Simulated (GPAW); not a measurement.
# Work function of a 8-layer slab of Sr(100) at several levels, part 2 of 2

How far do functional and basis move the work function of a 8-layer slab of Sr(100)?

GPAW 26.7.0; GPAW, PAW setups; slab in vacuum, relaxation (the session's first sound run).

So far, upper work function (eV): step 2 (relaxation, PBE, GPAW) 2.54; step 3 (the slab's potential, PBE, GPAW) 2.54; step 4 (self-consistent run: xc = "LDA") 2.67; step 5 (self-consistent run: xc = "revPBE") 2.46; step 6 (OptPBE vdW: xc = "optPBE-vdW", GPAW, PAW setups, GPAW) 2.70.

### Step 7. Self-consistent run: xc = "vdW-DF2"

The same geometry under vdW-DF2, to see how far the functional moves the levels against the vacuum (the van der Waals functionals take revPBE setups).

run.py reads:

```python
import json
import numpy as np
from ase import Atoms
from gpaw import GPAW, PW

slab = Atoms(
    ['Sr', 'Sr', 'Sr', 'Sr', 'Sr', 'Sr', 'Sr', 'Sr'],
    positions=[
        [2.14960, 2.14960, 7.00000],
        [0.00000, 0.00000, 10.04000],
        [2.14960, 2.14960, 13.08000],
        [0.00000, 0.00000, 16.12000],
        [2.14960, 2.14960, 19.15838],
        [-0.00000, -0.00000, 22.20113],
        [2.14960, 2.14960, 25.26631],
        [0.00000, 0.00000, 28.24630]],
    cell=[[4.29921, 0.0, 0.0], [0.0, 4.29921, 0.0], [0.0, 0.0, 35.28]],
    pbc=[True, True, False])

slab.calc = GPAW(mode=PW(400), xc='vdW-DF2', kpts={'size': (7, 7, 1), 'gamma': True},
                 occupations={'name': 'fermi-dirac', 'width': 0.1}, nbands='160%',
                 convergence={'density': 1e-05}, maxiter=200,
                 poissonsolver={'dipolelayer': 'xy'},
                 symmetry={'tolerance': 1e-3}, txt='slab.txt')
result = {}
energy = slab.get_potential_energy()
fermi = slab.calc.get_fermi_level()
v = slab.calc.get_electrostatic_potential().mean((0, 1)) - fermi
n = slab.calc.get_pseudo_density().mean((0, 1))
L = slab.cell[2, 2]
z = np.arange(len(v)) * L / len(v)
low, high = slab.positions[:, 2].min(), slab.positions[:, 2].max()
below, above = np.interp([low - 4.8, high + 4.8], z, v)
slopes = [np.interp(x, z, np.gradient(v, z)) for x in (low - 4.8, high + 4.8)]
eps = np.array([[slab.calc.get_eigenvalues(k, s) for k in range(len(slab.calc.get_ibz_k_points()))]
                for s in range(slab.calc.get_number_of_spins())]) - fermi
top, bottom = eps[eps < 0].max(), eps[eps > 0].min()
dipole = slab.get_dipole_moment()[2]
print(f'energy {energy:.4f} eV, Fermi level {fermi:.4f} eV, dipole {dipole:.5f} e A')
print(f'potential 4.8 A off the faces, from the Fermi level: lower {below:.4f} eV, upper {above:.4f} eV')
print(f'slope of the potential there: lower {slopes[0]:.5f}, upper {slopes[1]:.5f} eV/A')
print(f'nearest levels on the mesh: {top:.4f} and {bottom:.4f} eV')
print('magnetic moment', round(slab.get_magnetic_moment(), 3))
result.update(energy=energy, fermi=fermi, dipole=dipole, below=below, above=above, slopes=slopes, edges=[top, bottom],
              z=z.tolist(), v=v.tolist(), n=n.tolist(), positions=slab.positions.tolist(),
              forces=slab.get_forces(apply_constraint=False).tolist(), moments=slab.get_magnetic_moments().tolist())
json.dump(result, open('result.json', 'w'))
```

Started as:

```bash
$ OMP_NUM_THREADS=1 OPENBLAS_NUM_THREADS=1 python run.py
```

What it wrote:

```text
energy -608.1448 eV, Fermi level 1.5738 eV, dipole 0.00058 e A
potential 4.8 A off the faces, from the Fermi level: lower 2.7791 eV, upper 2.7735 eV
slope of the potential there: lower -0.01295, upper 0.01300 eV/A
nearest levels on the mesh: -0.0123 and 0.0098 eV
magnetic moment 0.0
```

Wall time 9.9 min (1 thread of Arm Neoverse V1, shared host); peak memory 0.74 GiB.

This step gave:

```yaml
dipole_along_the_normal: 5.78e-4 e·Å
levels_nearest_the_fermi_level_on_the_mesh: -0.01227, 0.009784 eV from the Fermi level
upper_work_function: 2.774 eV
lower_work_function: 2.779 eV
```

The electrostatic potential energy of an electron (without an applied field's), less the Fermi level, planar mean oscillates, so the rows of the table below give means over windows of 3.04 Å about each position, cut where the curve ends. Its maxima inside the range that stand out by 2 % of the span (Å: eV): 8.5: 0.775, 11.6: 0.747, 14.6: 0.743, 17.6: 0.747, 20.7: 0.750, 23.7: 0.804, 26.8: 0.635. Its minima: 7.0: -10.7, 10.1: -10.4, 13.1: -10.4, 16.1: -10.4, 19.1: -10.4, 22.2: -10.4, 25.3: -10.4, 28.2: -10.8.

The electrostatic potential energy of an electron (without an applied field's), less the Fermi level, planar mean by z; means over each step:

```
z (Å)  electrostatic potential energy of an electron (without an applied field's), less the Fermi level, planar mean (eV)
 1.52                                                                                                                2.78
 4.56                                                                                                                1.94
 7.60                                                                                                               -3.59
10.64                                                                                                               -3.40
13.68                                                                                                               -3.41
16.72                                                                                                               -3.41
19.76                                                                                                               -3.41
22.80                                                                                                               -3.40
25.84                                                                                                               -3.45
28.88                                                                                                               -3.25
31.92                                                                                                                2.66
34.96                                                                                                                2.78
```

The upper face's work function is 2.774 eV, against 2.541 eV in the first plane-wave PBE run at this geometry.

### Step 8. Self-consistent run: xc = "RPBE"

The same geometry under RPBE, to see how far the functional moves the levels against the vacuum.

Changes to run.py since step 7:

```diff
@@ -19,3 +19,3 @@
 
-slab.calc = GPAW(mode=PW(400), xc='vdW-DF2', kpts={'size': (7, 7, 1), 'gamma': True},
+slab.calc = GPAW(mode=PW(400), xc='RPBE', kpts={'size': (7, 7, 1), 'gamma': True},
                  occupations={'name': 'fermi-dirac', 'width': 0.1}, nbands='160%',
```

What it wrote:

```text
energy -11.1720 eV, Fermi level 1.7349 eV, dipole 0.00092 e A
potential 4.8 A off the faces, from the Fermi level: lower 2.4680 eV, upper 2.4591 eV
slope of the potential there: lower -0.00928, upper 0.00931 eV/A
nearest levels on the mesh: -0.0180 and 0.0178 eV
magnetic moment 0.0
```

Elapsed: 9.6 min, on 1 thread; peak memory 0.42 GiB.

Numbers from this step:

- dipole along the normal: 9.22e-4 e·Å
- levels nearest the Fermi level on the mesh: -0.01798, 0.01782 eV from the Fermi level
- upper work function: 2.459 eV
- lower work function: 2.468 eV

The upper face's work function is 2.459 eV, against 2.541 eV in the first plane-wave PBE run at this geometry.

### Step 9. Real-space grid: mode = "fd"

A real-space grid is a second complete basis, so it checks the plane-wave result.

Changes to run.py since step 8:

```diff
@@ -3,3 +3,3 @@
 from ase import Atoms
-from gpaw import GPAW, PW
+from gpaw import GPAW
 
@@ -19,3 +19,3 @@
 
-slab.calc = GPAW(mode=PW(400), xc='RPBE', kpts={'size': (7, 7, 1), 'gamma': True},
+slab.calc = GPAW(mode='fd', h=0.18, xc='PBE', kpts={'size': (7, 7, 1), 'gamma': True},
                  occupations={'name': 'fermi-dirac', 'width': 0.1}, nbands='160%',
```

What it wrote:

```text
energy -12.6926 eV, Fermi level -2.5425 eV, dipole 0.00078 e A
potential 4.8 A off the faces, from the Fermi level: lower 2.5434 eV, upper 2.5357 eV
slope of the potential there: lower -0.00697, upper 0.00700 eV/A
nearest levels on the mesh: -0.0157 and 0.0202 eV
magnetic moment 0.0
```

Run time: 50 min. Hardware: 1 thread; peak memory 2.1 GiB.

This step gave:

```yaml
dipole_along_the_normal: 7.83e-4 e·Å
levels_nearest_the_fermi_level_on_the_mesh: -0.01570, 0.02016 eV from the Fermi level
upper_work_function: 2.536 eV
lower_work_function: 2.543 eV
```

The upper face's work function is 2.536 eV, against 2.541 eV in the first plane-wave PBE run at this geometry.

### Step 10. Atomic orbitals: mode = "lcao"

Atom-centred orbitals end a few angstrom from the surface, which tests how much the density's tail matters.

Changes to run.py since step 9:

```diff
@@ -19,4 +19,4 @@
 
-slab.calc = GPAW(mode='fd', h=0.18, xc='PBE', kpts={'size': (7, 7, 1), 'gamma': True},
-                 occupations={'name': 'fermi-dirac', 'width': 0.1}, nbands='160%',
+slab.calc = GPAW(mode='lcao', basis='dzp', h=0.18, xc='PBE', kpts={'size': (7, 7, 1), 'gamma': True},
+                 occupations={'name': 'fermi-dirac', 'width': 0.1}, nbands='120%',
                  convergence={'density': 1e-05}, maxiter=200,
```

What it wrote:

```text
energy -11.5105 eV, Fermi level -2.5151 eV, dipole 0.00086 e A
potential 4.8 A off the faces, from the Fermi level: lower 2.5183 eV, upper 2.5099 eV
slope of the potential there: lower -0.00340, upper 0.00340 eV/A
nearest levels on the mesh: -0.0174 and 0.0188 eV
magnetic moment 0.0
```

The job ended after 36 min (1 thread; peak memory 0.88 GiB).

This step gave:

| Property | Result |
| --- | --- |
| dipole along the normal | 8.60e-4 e·Å |
| levels nearest the Fermi level on the mesh | -0.01744, 0.01877 eV from the Fermi level |
| upper work function | 2.510 eV |
| lower work function | 2.518 eV |

The electrostatic potential energy of an electron (without an applied field's), less the Fermi level, planar mean oscillates, so the rows of the table below give means over windows of 3.06 Å about each position, cut where the curve ends. Its maxima inside the range that stand out by 2 % of the span (Å: eV): 8.6: 0.806, 11.5: 0.727, 14.6: 0.731, 17.6: 0.736, 20.7: 0.739, 23.8: 0.787, 26.7: 0.666. Its minima: 7.0: -10.8, 10.1: -10.4, 13.1: -10.4, 16.1: -10.5, 19.2: -10.5, 22.2: -10.5, 25.3: -10.4, 28.3: -10.8.

The electrostatic potential energy of an electron (without an applied field's), less the Fermi level, planar mean by z; means over each step:

```
z (Å)  electrostatic potential energy of an electron (without an applied field's), less the Fermi level, planar mean (eV)
 1.53                                                                                                                2.52
 4.59                                                                                                                1.72
 7.65                                                                                                               -3.56
10.71                                                                                                               -3.39
13.77                                                                                                               -3.42
16.83                                                                                                               -3.42
19.89                                                                                                               -3.42
22.95                                                                                                               -3.39
26.01                                                                                                               -3.47
29.07                                                                                                               -3.04
32.13                                                                                                                2.45
```

The upper face's work function is 2.510 eV, against 2.541 eV in the first plane-wave PBE run at this geometry.

### Step 11. The ladder

Times are for 1 thread of Arm Neoverse V1, shared host. The series side by side:

| no. | run | upper work function (eV) | lower work function (eV) | time | memory (GiB) |
| --- | --- | --- | --- | --- | --- |
| 1 | pw | 2.541 | 2.549 | 7.1 min | 0.41 |
| 2 | LDA | 2.672 | 2.679 | 7.1 min | 0.42 |
| 3 | revPBE | 2.463 | 2.471 | 9.2 min | 0.42 |
| 4 | optPBE vdW | 2.699 | 2.705 | 9.6 min | 0.74 |
| 5 | vdW DF2 | 2.774 | 2.779 | 9.9 min | 0.74 |
| 6 | RPBE | 2.459 | 2.468 | 9.6 min | 0.42 |
| 7 | fd | 2.536 | 2.543 | 50 min | 2.1 |
| 8 | lcao | 2.510 | 2.518 | 36 min | 0.88 |

### Step 12. Side by side

Results and costs are gathered.

This step: comparison of work functions, dipole and cost (GPAW 26.7.0).

Ladder, by row:

```
      step  code  work function, upper (eV)  work function, lower (eV)  dipole (e Å)  wall time (s)  peak memory (GiB)  threads
        pw  GPAW                      2.541                      2.549       8.38e-4          424.2               0.41        1
       LDA  GPAW                      2.672                      2.679       6.67e-4          428.6               0.42        1
    revPBE  GPAW                      2.463                      2.471       8.97e-4          551.1               0.42        1
optPBE-vdW  GPAW                      2.699                      2.705       5.28e-4          578.6               0.74        1
   vdW-DF2  GPAW                      2.774                      2.779       5.78e-4            594               0.74        1
      RPBE  GPAW                      2.459                      2.468       9.22e-4          577.4               0.42        1
        fd  GPAW                      2.536                      2.543       7.83e-4           3004               2.13        1
      lcao  GPAW                       2.51                      2.518       8.60e-4           2147               0.88        1
```

### Step 13. A changed run

One more run, with changed settings.

This step: GPAW, PAW setups; slab in vacuum (GPAW 26.7.0).

Changes to run.py since step 10:

```diff
@@ -3,3 +3,3 @@
 from ase import Atoms
-from gpaw import GPAW
+from gpaw import GPAW, PW
 
@@ -19,5 +19,5 @@
 
-slab.calc = GPAW(mode='lcao', basis='dzp', h=0.18, xc='PBE', kpts={'size': (7, 7, 1), 'gamma': True},
-                 occupations={'name': 'fermi-dirac', 'width': 0.1}, nbands='120%',
-                 convergence={'density': 1e-05}, maxiter=200,
+slab.calc = GPAW(mode=PW(400), xc='PBE', kpts={'size': (7, 7, 1), 'gamma': True},
+                 occupations={'name': 'fermi-dirac', 'width': 2.0}, nbands='160%',
+                 convergence={'density': 1e-05}, maxiter=50,
                  poissonsolver={'dipolelayer': 'xy'},
```

What it wrote:

```text
gpaw.KohnShamConvergenceError
```

Elapsed: 10 min, on 1 thread; peak memory 0.42 GiB.

The run stopped without converging, so none of its numbers is a property of the system.

The fault put into the input: a smearing of electronvolts, under a cap of 50 iterations, which ended the run (width = 2.0).

### Step 14. Outcome

```
work function, upper and lower face : 2.541 and 2.549 eV
dipole along the normal             : 8.4e-4 e Å
```

What this shows: With plane waves and PBE the work function is 2.54 eV on the upper face and 2.55 eV on the lower. The measured value for polycrystalline Sr, which weights the faces of low work function, is 2.59 eV (as compiled in "Anisotropic work function of elemental crystals", 2019, arxiv:1902.07811); the relaxed upper face lies 0.049 eV under it with PBE, and PBE comes nearest (2.54 eV). Measured work functions scatter by a tenth of an eV or more between methods. Over the sound runs of the table the upper face's work function spans 2.459 (RPBE) to 2.774 eV (vdW-DF2). The small printed dipole stands for a step of -8.2 meV from the lower to the upper face, and the probes find -8.0 meV; values this small are near the numerical noise of both. The in-plane lattice was kept as typed, which isn't the functional's own and leaves some strain; spin-orbit coupling and temperature are left out.

[Logs are printed without paths, hosts, clocks, repeated set-up lines and the standing remarks that a program may print on its own settings, such as how far it seeks lower states.]

[Hosts, paths, dates, database ids (printed as entryN), source tags and the programs' standing remarks are cut or masked in the printed files.]
